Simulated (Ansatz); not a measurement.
# Phonons of Zr (P6_3/mmc, 2 atoms in the cell) against volume

Wanted: Grüneisen parameters and pressure coefficients of the modes of Zr (P6_3/mmc, 2 atoms in the cell).

Method: DFT PBEsol, scalar-relativistic, plane waves, PAW; PAW set soft_1, in Ansatz 0.2.0.

## Step 1: The starting structure

It takes space group P6_3/mmc (No. 194, hexagonal). The conventional cell has a = 3.232 Å, b = 3.232 Å, c = 5.147 Å, α = 90.00°, β = 90.00°, γ = 120.00°. Nearest to Zr lie 12 Zr at 3.18 to 3.23 Å.

## Step 2: Relaxation

The cell and atoms are relaxed, since residual forces and stress would shift the frequencies.

Input file input.yaml:

```yaml
crystal:
  lattice:
    - [3.232, 0.0, 0.0]
    - [-1.616, 2.798994105, 0.0]
    - [0.0, 0.0, 5.147]
  atoms:
    - { symbol: Zr, position: [0.33333333, 0.66666667, 0.25] }
    - { symbol: Zr, position: [0.66666667, 0.33333333, 0.75] }
kpoints:
  mp_grid: { grid: [15, 15, 8] }
hamiltonian:
  xc: pbesol
  pseudopotentials: { kind: paw, azcp: { folder: soft_1 }, xc_functional: pbe }
scf:
  occupations: { method: gaussian, width: 0.1 }
output:
  forces: true
  stress: true
  eigenvalues: true
  write_density: true
  write_potential: true
  elf: true
  volumetric_format: npy
relax:
  adjacent_minimum: "off"
  f_tol: 0.005
  max_steps: 80
  cell: { stress_tol: 0.05 }
```

Started as:

```console
> ansatz run input.yaml --threads 4 --pin off --max-ram 10240MiB --backend cpu --events-out ev --progress --plain --runs-dir out
```

Numbers of over 12 decimals in the logs are rounded to 6 here.

The log of the run:

```text
Engine: ansatz 0.2.0, aarch64-unknown-linux-gnu
Pseudopotentials: kind: paw
Pseudopotential: Zr, paw, valence charge 12, recommended cutoff 420 eV (normal), soft_1/Zr.paw.azcp
Functional definition: PBEsol
  exchange = pbesol_x
  correlation = pbesol_c
Crystal: 2 atoms, lattice volume = 46.562 Å³
Basis set: ecut = 420 eV, 929 PW (Γ), exchange–correlation on 48×48×72 points (8 copies of the dense FFT grid, shifted against one another)
Bands: 16, of which v1, the nominal top of the filled ones, is band 12 counted from 1 (11 counted from 0)
Symmetry: 24 space group operations
Space group: P63/mmc (ITA 194), of the structure as read, at distance tolerance 3.6e-5 Å
k-points: 135 of 1800
Non-local potential: Zr, projectors of the file, l = 0: 3, l = 1: 2, l = 2: 2, l = 3: 1
PAW form: soft (Blöchl's): semilocal exchange-correlation on the pseudo side does not see the compensation charge
PAW frozen core: Zr, regenerated for the run's functional, and the local potential with it (the file was generated under x = pbe(κ = 0.804, μ = 0.219515), c = pbe(β = 0.066725))
PAW one-centre angular grid: Zr, 590 points (default); XC on 64 Gauss nodes
Initial density: superposition of atomic densities (chi_scale 0.1, normalization cell)
Initial wavefunctions: pseudopotential atomic-orbital guess
Functional: x = pbesol(κ = 0.804, μ = 0.123457), c = pbesol(β = 0.046)
SCF iter   1: F=—  HF=-8257.513492 eV  |F-HF|=—  |Δ(HF+E_count)|=         —  Δρ=3.01e-2  dr2=5.51e-1  ethr=3.10e-3  ⟨swp⟩=4.9  Hψ=9214  notcnv=0
preconditioner: auto → Kerker (q_TF=auto, 2.443 Å⁻¹)  [metal: Δε(μ)=0.014 eV  Ē_g=3.290 eV  σ=0.100 eV  W_gap=0.08  n_scr=10 (ndim 8)  ℏωp=15.4 eV  f_vac=0.000  D(μ)=1.73/eV (n_scr^D=22)]
SCF iter   2: F=—  HF=-8257.368287 eV  |F-HF|=—  |Δ(HF+E_count)|=   1.45e-1  Δρ=1.80e-2  dr2=1.89e-1  ethr=2.30e-3  ⟨swp⟩=2.0  Hψ=3715  notcnv=0  defer=9
SCF iter   3: F=—  HF=-8257.304742 eV  |F-HF|=—  |Δ(HF+E_count)|=   6.35e-2  Δρ=2.20e-3  dr2=1.57e-3  ethr=7.88e-4  ⟨swp⟩=3.0  Hψ=4251  notcnv=0  defer=9
SCF iter   4: F=—  HF=-8257.304701 eV  |F-HF|=—  |Δ(HF+E_count)|=   4.15e-5  Δρ=3.45e-4  dr2=4.55e-5  ethr=6.53e-6  ⟨swp⟩=2.0  Hψ=3751  notcnv=0  defer=9
SCF iter   5: F=—  HF=-8257.304695 eV  |F-HF|=—  |Δ(HF+E_count)|=   5.68e-6  Δρ=4.43e-5  dr2=5.78e-7  ethr=1.90e-7  ⟨swp⟩=1.4  Hψ=2352  notcnv=0  defer=9
SCF iter   6: F=-8257.304695 eV  HF=-8257.304695 eV  |F-HF|=2.30e-9  |Δ(HF+E_count)|=   4.29e-8  Δρ=8.86e-6  dr2=2.79e-8  ethr=4.17e-10  ⟨swp⟩=9.1  Hψ=15873  notcnv=0
SCF 1 converged in 6 iterations: F = -8257.304695 eV  dr2 = 2.79e-8
  greatest PAW one-centre occupation: 0.996 electrons in one spin orbital (limit 2), on the Zr atom at site 1 (counted from 0), in its partial waves of l = 0
relax step   1: F+E_penalty+E_count = -8257.30469526 eV  Δ(F+E_penalty+E_count) = +0.000e0 eV  max|allowed force component| = 0.000e0 eV/Å  Δτ_max = 0.0000 Å  P = -3.276 GPa  Ω = 46.562 Å³  (6 SCF iters, dr2 threshold 1.00e-7 eV, accepted)
Crystal: 2 atoms, lattice volume = 43.180 Å³
Basis set: ecut = 420 eV, 845 PW (Γ), exchange–correlation on 48×48×72 points (8 copies of the dense FFT grid, shifted against one another)
Initial density: handed on by an earlier stage of this run
Initial wavefunctions: those handed on with the density
iter 1 solved again at ethr=1.97e-6 eV; its pass at ethr=3.10e-3 eV (dr2=4.72e-4 eV) is discarded
SCF iter   1: F=—  HF=-8257.299322 eV  |F-HF|=—  |Δ(HF+E_count)|=         —  Δρ=1.20e-3  dr2=2.88e-4  ethr=1.97e-6  ⟨swp⟩=2.0  Hψ=16113  notcnv=0
preconditioner: auto → none  [metal: Δε(μ)=0.009 eV  Ē_g=3.349 eV  σ=0.100 eV  W_gap=0.05  n_scr=8 (ndim 8)  ℏωp=16.0 eV  f_vac=0.000  D(μ)=2.05/eV (n_scr^D=22)]
SCF iter   2: F=—  HF=-8257.299409 eV  |F-HF|=—  |Δ(HF+E_count)|=   8.70e-5  Δρ=5.05e-4  dr2=3.95e-5  ethr=1.20e-6  ⟨swp⟩=3.0  Hψ=3794  notcnv=0
SCF iter   3: F=—  HF=-8257.299456 eV  |F-HF|=—  |Δ(HF+E_count)|=   4.70e-5  Δρ=8.40e-5  dr2=1.08e-6  ethr=1.64e-7  ⟨swp⟩=2.0  Hψ=2430  notcnv=0
iter 4 did not close the SCF: its close was put off for the readings that it lacked (scf_convergence_deferred on its scf_iter line)
SCF iter   4: F=-8257.299458 eV  HF=-8257.299458 eV  |F-HF|=1.91e-9  |Δ(HF+E_count)|=   1.77e-6  Δρ=5.35e-6  dr2=2.87e-9  ethr=4.49e-9  ⟨swp⟩=2.6  Hψ=3605  notcnv=0
iter 5 did not close the SCF: its close was put off for the readings that it lacked (scf_convergence_deferred on its scf_iter line)
SCF iter   5: F=-8257.299458 eV  HF=-8257.299458 eV  |F-HF|=1.82e-11  |Δ(HF+E_count)|=   1.90e-9  Δρ=7.49e-7  dr2=4.21e-11  ethr=1.19e-11  ⟨swp⟩=2.5  Hψ=3688  notcnv=0
SCF iter   6: F=-8257.299458 eV  HF=-8257.299458 eV  |F-HF|=1.82e-12  |Δ(HF+E_count)|=  2.36e-11  Δρ=6.23e-8  dr2=6.64e-13  ethr=1.00e-12  ⟨swp⟩=4.0  Hψ=9756  notcnv=0
SCF 2 converged in 6 iterations: F = -8257.299458 eV  dr2 = 6.64e-13
relax step   2: F+E_penalty+E_count = -8257.29945769 eV  Δ(F+E_penalty+E_count) = +5.238e-3 eV  max|allowed force component| = 3.377e-16 eV/Å  Δτ_max = 0.0000 Å  P = +4.243 GPa  Ω = 43.180 Å³  energy of the carried Pulay correction = +1.054e-4 eV  (6 SCF iters, dr2 threshold 2.00e-7 eV, rejected (line search))
Crystal: 2 atoms, lattice volume = 45.038 Å³
Basis set: ecut = 420 eV, 881 PW (Γ), exchange–correlation on 48×48×72 points (8 copies of the dense FFT grid, shifted against one another)
iter 1 solved again at ethr=4.10e-7 eV; its pass at ethr=3.10e-3 eV (dr2=9.84e-5 eV) is discarded
SCF iter   1: F=—  HF=-8257.322052 eV  |F-HF|=—  |Δ(HF+E_count)|=         —  Δρ=6.83e-4  dr2=1.11e-4  ethr=4.10e-7  ⟨swp⟩=2.8  Hψ=15765  notcnv=0
preconditioner: auto → none  [metal: Δε(μ)=0.012 eV  Ē_g=3.231 eV  σ=0.100 eV  W_gap=0.06  n_scr=8 (ndim 8)  ℏωp=15.6 eV  f_vac=0.000  D(μ)=2.04/eV (n_scr^D=22)]
SCF iter   2: F=—  HF=-8257.322075 eV  |F-HF|=—  |Δ(HF+E_count)|=   2.28e-5  Δρ=2.73e-4  dr2=1.25e-5  ethr=4.10e-7  ⟨swp⟩=2.4  Hψ=3726  notcnv=0
SCF iter   3: F=—  HF=-8257.322087 eV  |F-HF|=—  |Δ(HF+E_count)|=   1.28e-5  Δρ=5.50e-5  dr2=4.89e-7  ethr=5.21e-8  ⟨swp⟩=2.7  Hψ=3257  notcnv=0
SCF iter   4: F=—  HF=-8257.322087 eV  |F-HF|=—  |Δ(HF+E_count)|=   7.53e-8  Δρ=2.78e-6  dr2=1.12e-9  ethr=2.04e-9  ⟨swp⟩=2.5  Hψ=2762  notcnv=0
SCF iter   5: F=—  HF=-8257.322087 eV  |F-HF|=—  |Δ(HF+E_count)|=  5.58e-10  Δρ=7.11e-7  dr2=4.95e-11  ethr=4.66e-12  ⟨swp⟩=2.1  Hψ=3806  notcnv=0
SCF iter   6: F=-8257.322087 eV  HF=-8257.322087 eV  |F-HF|=0.00e0  |Δ(HF+E_count)|=  1.46e-11  Δρ=8.41e-8  dr2=1.34e-12  ethr=1.00e-12  ⟨swp⟩=5.0  Hψ=9260  notcnv=0
SCF 3 converged in 6 iterations: F = -8257.322087 eV  dr2 = 1.34e-12
relax step   3: F+E_penalty+E_count = -8257.32208748 eV  Δ(F+E_penalty+E_count) = -1.739e-2 eV  max|allowed force component| = 2.313e-16 eV/Å  Δτ_max = 0.0000 Å  P = -0.206 GPa  Ω = 45.038 Å³  energy of the carried Pulay correction = +4.638e-5 eV  (6 SCF iters, accepted)
[...]
relax step   4: F+E_penalty+E_count = -8257.32222921 eV  Δ(F+E_penalty+E_count) = -1.417e-4 eV  max|allowed force component| = 2.359e-16 eV/Å  Δτ_max = 0.0000 Å  P = +0.024 GPa  Ω = 44.927 Å³  energy of the carried Pulay correction = +4.979e-5 eV  (3 SCF iters, dr2 threshold 2.00e-7 eV, accepted)
[...]
relax step   5: F+E_penalty+E_count = -8257.32224190 eV  Δ(F+E_penalty+E_count) = -1.269e-5 eV  max|allowed force component| = 1.850e-17 eV/Å  Δτ_max = 0.0000 Å  P = +0.003 GPa  Ω = 44.932 Å³  energy of the carried Pulay correction = +4.958e-5 eV  (3 SCF iters, dr2 threshold 2.48e-8 eV, accepted)
Initial wavefunctions: pseudopotential atomic-orbital guess (no wavefunctions were taken with the density)
iter 1 solved again at ethr=1.01e-7 eV; its pass at ethr=3.10e-3 eV (dr2=2.42e-5 eV) is discarded
SCF iter   1: F=—  HF=-8257.322195 eV  |F-HF|=—  |Δ(HF+E_count)|=         —  Δρ=1.78e-5  dr2=1.38e-8  ethr=1.01e-7  ⟨swp⟩=3.2  Hψ=16332  notcnv=0
preconditioner: auto → Kerker (q_TF=auto, 2.458 Å⁻¹)  [metal: Δε(μ)=0.013 eV  Ē_g=3.239 eV  σ=0.100 eV  W_gap=0.07  n_scr=10 (ndim 8)  ℏωp=15.7 eV  f_vac=0.000  D(μ)=2.05/eV (n_scr^D=22)]
SCF iter   2: F=—  HF=-8257.322190 eV  |F-HF|=—  |Δ(HF+E_count)|=   5.40e-6  Δρ=9.46e-6  dr2=4.18e-9  ethr=5.77e-11  ⟨swp⟩=2.1  Hψ=3269  notcnv=0
SCF iter   3: F=—  HF=-8257.322190 eV  |F-HF|=—  |Δ(HF+E_count)|=   7.86e-9  Δρ=4.17e-7  dr2=7.92e-11  ethr=1.74e-11  ⟨swp⟩=3.0  Hψ=3784  notcnv=0
SCF iter   4: F=-8257.322190 eV  HF=-8257.322190 eV  |F-HF|=0.00e0  |Δ(HF+E_count)|=  1.27e-11  Δρ=9.52e-8  dr2=3.43e-12  ethr=1.00e-12  ⟨swp⟩=5.3  Hψ=9604  notcnv=0
SCF 6 converged in 4 iterations: F = -8257.322190 eV  dr2 = 3.43e-12
relax step   6: F+E_penalty+E_count = -8257.32218965 eV  Δ(F+E_penalty+E_count) = +5.225e-5 eV  max|allowed force component| = 1.850e-17 eV/Å  Δτ_max = 0.0000 Å  P = +0.003 GPa  Ω = 44.932 Å³  stress off target by 8.45e-3 GPa  SCF on the basis re-selected at this cell (its energy is not comparable with the rows above)  (4 SCF iters)
basis re-selected at this cell: Δ(F+E_penalty+E_count) = +5.225e-5 eV, ΔP = +0.000 GPa vs the last step (what re-selecting the basis moved, of the pressure what is left beyond the Pulay correction that the steps carried, after the strain that the cell walked since its last selection, with what the two solves' SCF thresholds leave and, on support functions, any second-order correction that the steps lacked; it is no m [...]
SCF converged after 4 iterations
Free energy (F): -8257.322190 eV
Harris-Foulkes:  -8257.322190 eV  (|F-HF|=0.00e0)
Internal energy: -8257.311964 eV  (E = F + TS)
E sigma→0 (E₀):  -8257.317077 eV
Entropy (-TS):   -0.010225 eV (-5.113 meV/atom)
Fermi energy:    14.447184 eV
--- Per-component energies (eV) ---
  E_band       = -181.320914
  E_kinetic    = 632.633356
  E_local      = -1177.228559  (includes V_loc(G=0)·N_el)
  E_nonlocal   = 153.871183
  E_hartree    = 382.426080
  E_xc         = -307.181068
  E_vxc        = -364.619875  (∫ρ·V_xc dr)
  E_paw        = -5819.847334  (= ΣΔE_a)
  E_vpaw       = -190.829116  (= ΣTr[D̂ρ^β])
  E_aug_tail   = -0.000050  (compensation charges beyond the density's cutoff)
  E_ewald      = -2122.317013
  E_core_change = 0.331442  (= ΣΔE_core)
  E_smearing   = -0.010225  (= −TS)
  E_closure    = -0.000000  (closes the sum)
  Σ components = -8257.322190   (vs F -8257.322190, Δ=0.00e0)
--- Forces (eV/Å), atoms counted from 1 ---
  atom   1  Zr     0.00000000    -0.00000000    -0.00000000
  atom   2  Zr     0.00000000     0.00000000     0.00000000
  max |Σ_I F_I| component: 0.00e0 eV/Å
--- Stress (GPa, compression-positive) ---
        0.000974      -0.000000      -0.000000
        0.000000       0.000974      -0.000000
       -0.000000      -0.000000       0.008449
  P = ⅓ Tr σ = 0.0035 GPa (0.035 kbar)
--- Band table (eV; the first three rows and the last of 135) ---
  k-point 0: bands = [... 8 lower, 8.7015, 11.2901, 15.3069, 15.3069, 15.3719, 15.6797, 16.0149, 16.0149]
  k-point 1: bands = [... 8 lower, 8.8365, 11.2857, 15.2407, 15.2407, 15.2691, 15.4275, 15.9161, 15.9161]
  k-point 2: bands = [... 8 lower, 9.2220, 11.2207, 14.8904, 14.9985, 15.1437, 15.1437, 15.6814, 15.6814]
  k-point 134: bands = [... 8 lower, 12.9137, 12.9137, 13.1174, 13.1174, 14.4474, 14.4474, 16.4970, 16.4970]
--- Relaxed structure (5 steps of the walk, 4 accepted, 1 SCFs on fresh bases) ---
  F+E_penalty+E_count = -8257.32218965 eV   max|allowed force component| = 1.850e-17 eV/Å   (the final SCF, on the basis selected at the relaxed cell)
  cell:  # Å, volume = 44.9320 Å³
    - [3.183866, 0, 0]
    - [-1.591933, 2.757309, 0]
    - [0, 0, 5.118179]
  atoms:
    - { symbol: Zr, position: [0.333333, 0.666667, 0.250000] }
    - { symbol: Zr, position: [0.666667, 0.333333, 0.750000] }
```

Wall time 13 s (4 threads of Arm Neoverse N1, shared host); peak memory 0.4 GiB.

Step by step:

```tsv
step	energy less that of the first step (eV)	largest force component (eV/Å)	pressure (GPa)	volume (Å³)
1	0.0000	0.0000	-3.28	46.56
2	0.0052	0.0000	4.24	43.18
3	-0.0174	0.0000	-0.21	45.04
4	-0.0175	0.0000	0.02	44.93
5	-0.0175	0.0000	0.00	44.93
6*	-0.0175	0.0000	0.00	44.93
```

Relaxation steps marked * repeat the geometry before them on a plane-wave basis chosen anew for their cell, so energy and pressure can jump there. Relaxation step 2 was tried and not accepted.

Forces are held to the 24 operations that the run works with; a distortion that breaks them can't arise in this run.

```tsv
conventional cell, symmetrised	before	after	change
a (Å)	3.232	3.184	-1.5 %
b (Å)	3.232	3.184	-1.5 %
c (Å)	5.147	5.118	-0.6 %
volume (Å³/atom)	23.28	22.47	-3.5 %
```

Final coordinates:

```xyz
2
Lattice="3.1839 0.0000 0.0000 -1.5919 2.7573 0.0000 0.0000 0.0000 5.1182" Properties=species:S:1:pos:R:3 pbc="T T T"
Zr    0.0000    1.8382    1.2795
Zr    1.5919    0.9191    3.8386
```

This step gave:

```
pressure          : 0.003466 GPa
volume per atom   : 22.47 Å³
gap on the k-mesh : 0 eV
```

Valence density in the ac plane at fractional y = 0.333, with atoms of Zr within 0.2 Å of it. It is the smooth field of the valence electrons, not physical close to the nuclei.

Ten even steps from '0' (0.2 e/Å³) to '9' (4.3 e/Å³):
```
0000000000000000
0000000001121100
0000000023454210
0000000246887521
0000001369999741
0000001479989852
0000001479989852
0000001369999741
0000000246887521
0000000023454210
0000000001121100
0000000000000000
0000000000000000
0000000000000000
0000000000000000
0000000000000000
0000000000000000
0011100000000000
0111100000000000
0111100000000000
0011100000000000
0000000000000000
0000000000000000
0000000000000000
0000000000000000
0000000000000000
```
Columns run along a (3.2 Å), rows up along c (5.1 Å). Atoms in or near the plane, at fractional coordinates: Zr at (0.67, 0.75).

ELF in the ac plane at fractional y = 0.333, with atoms of Zr within 0.2 Å of it. It is the smooth field of the valence electrons, not physical close to the nuclei.

Ten even steps from '0' (0.14) to '9' (0.78):
```
1344320001221000
0244310025675300
0133200269999740
0022102699999973
1011004898658995
1011015996105997
1011015996105997
1011004898658995
0022102699999973
0133200269999740
0244310025675300
1344320001221000
2233221111111111
1111112233443322
0000001246676531
0000000246887520
0122100136887410
1244321136887410
1455421125786310
1455421125786310
1244321136887410
0122100136887410
0000000246887520
0000001246676531
1111112233443322
2233221111111111
```
Columns run along a (3.2 Å), rows up along c (5.1 Å). Atoms in or near the plane, at fractional coordinates: Zr at (0.67, 0.75).

Electrostatic potential energy in the ac plane at fractional y = 0.333, with atoms of Zr within 0.2 Å of it. With pseudopotentials it is smooth inside the atoms' cores, unlike the true potential.

Ten even steps from '_' (-45 eV) to '@' (16 eV):
```
@@@@@@@@@@@@@@@@%%%%%%%%%%%%@@@@
@@@@@@@@@@@@@@%%##**++++**##%%%%
@@@@@@@@@@@@%%##++--::::--==**%%
%%@@@@@@@@%%##++::..____..::==##
%%@@@@@@@@%%**--..__________--++
##@@@@@@@@%%**--____________::++
##@@@@@@@@%%**--____________::++
%%@@@@@@@@%%**--..__________--++
%%@@@@@@@@%%##++::..____..::==##
@@@@@@@@@@@@%%##++--::::--==**%%
@@@@@@@@@@@@@@%%##**++++**##%%%%
@@@@@@@@@@@@@@@@%%%%%%%%%%%%@@@@
@@@@@@@@@@@@@@@@@@@@@@@@@@@@@@@@
@@@@@@@@@@@@@@@@@@@@@@@@@@@@@@@@
@@@@@@@@@@@@@@@@@@@@@@@@@@@@@@@@
@@%%%%%%%%%%@@@@@@@@@@@@@@@@@@@@
%%%%######%%%%@@@@@@@@@@@@@@@@@@
%%##****####%%@@@@@@@@@@@@@@@@%%
##********##%%@@@@@@@@@@@@@@@@%%
##********##%%@@@@@@@@@@@@@@@@%%
%%##****####%%@@@@@@@@@@@@@@@@%%
%%%%######%%%%@@@@@@@@@@@@@@@@@@
@@%%%%%%%%%%@@@@@@@@@@@@@@@@@@@@
@@@@@@@@@@@@@@@@@@@@@@@@@@@@@@@@
@@@@@@@@@@@@@@@@@@@@@@@@@@@@@@@@
@@@@@@@@@@@@@@@@@@@@@@@@@@@@@@@@
```
Columns run along a (3.2 Å; values clipped at the 3rd and 97th percentile), rows up along c (5.1 Å). Atoms in or near the plane, at fractional coordinates: Zr at (0.67, 0.75).

In this step the volume went from 23.28 to 22.47 Å³/atom.

## Step 3: Tight relaxation

Phonons need small forces and stress, so the relaxation is finished with tight tolerances on 15×15×8 k points.

input.yaml, the sections that differ from step 2:

```yaml
crystal:
  lattice:
    - [3.1838661477, 0.0, 0.0]
    - [-1.5919330739, 2.7573089662, 0.0]
    - [0.0, 0.0, 5.118179079]
  atoms:
    - { symbol: Zr, position: [0.3333333333, 0.6666666667, 0.25] }
    - { symbol: Zr, position: [0.6666666667, 0.3333333333, 0.75] }
scf:
  occupations: { method: methfessel_paxton, width: 0.2 }
output:
  forces: true
  stress: true
  eigenvalues: true
relax:
  adjacent_minimum: "off"
  f_tol: 0.001
  max_steps: 60
  cell: { stress_tol: 0.01 }
# kpoints, hamiltonian: as in step 2
```

The log of the run:

```text
[...]
Crystal: 2 atoms, lattice volume = 44.932 Å³
Basis set: ecut = 420 eV, 881 PW (Γ), exchange–correlation on 48×48×72 points (8 copies of the dense FFT grid, shifted against one another)
Bands: 16, of which v1, the nominal top of the filled ones, is band 12 counted from 1 (11 counted from 0)
Symmetry: 24 space group operations
[...]
k-points: 135 of 1800
[...]
k-point 134: bands = [... 8 lower, 12.9157, 12.9157, 13.1198, 13.1198, 14.4504, 14.4504, 16.4998, 16.4998]
--- Relaxed structure (3 steps of the walk, 2 accepted, 1 SCFs on fresh bases) ---
[...]
cell:  # Å, volume = 44.9246 Å³
    - [3.183693, 2.8865990981626886e-11, 0.0]
    - [-1.591847, 2.757159, 0.0]
    - [0.0, 0.0, 5.117891]
  atoms:
    - { symbol: Zr, position: [0.333333, 0.666667, 0.25] }
    - { symbol: Zr, position: [0.666667, 0.333333, 0.75] }
[key lines of the parts left out:]
SCF converged after 4 iterations
Free energy (F): -8257.315876 eV
Fermi energy:    14.451849 eV
P = ⅓ Tr σ = 0.0000 GPa (0.000 kbar)
```

Wall time 8.2 s (4 threads); peak memory 0.39 GiB; 31 s of CPU time.

Little changed from the start: no atom moved by 0.005 Å and no cell edge by 0.1 %.

Numbers from this step:

```
pressure        : 8.75e-6 GPa
volume per atom : 22.46 Å³
```

The forces vanish by symmetry and the pressure is 0.000 GPa, within the tolerances set. The cell now holds 22.46 Å³/atom.

(Part 1 of 2 ends here.)

[Logs are printed without paths, hosts, clocks, repeated set-up lines and the standing remarks that a program may print on its own settings, such as how far it seeks lower states.]

[Hosts, paths, dates, database ids (printed as entryN), source tags and the programs' standing remarks are cut or masked in the printed files.]
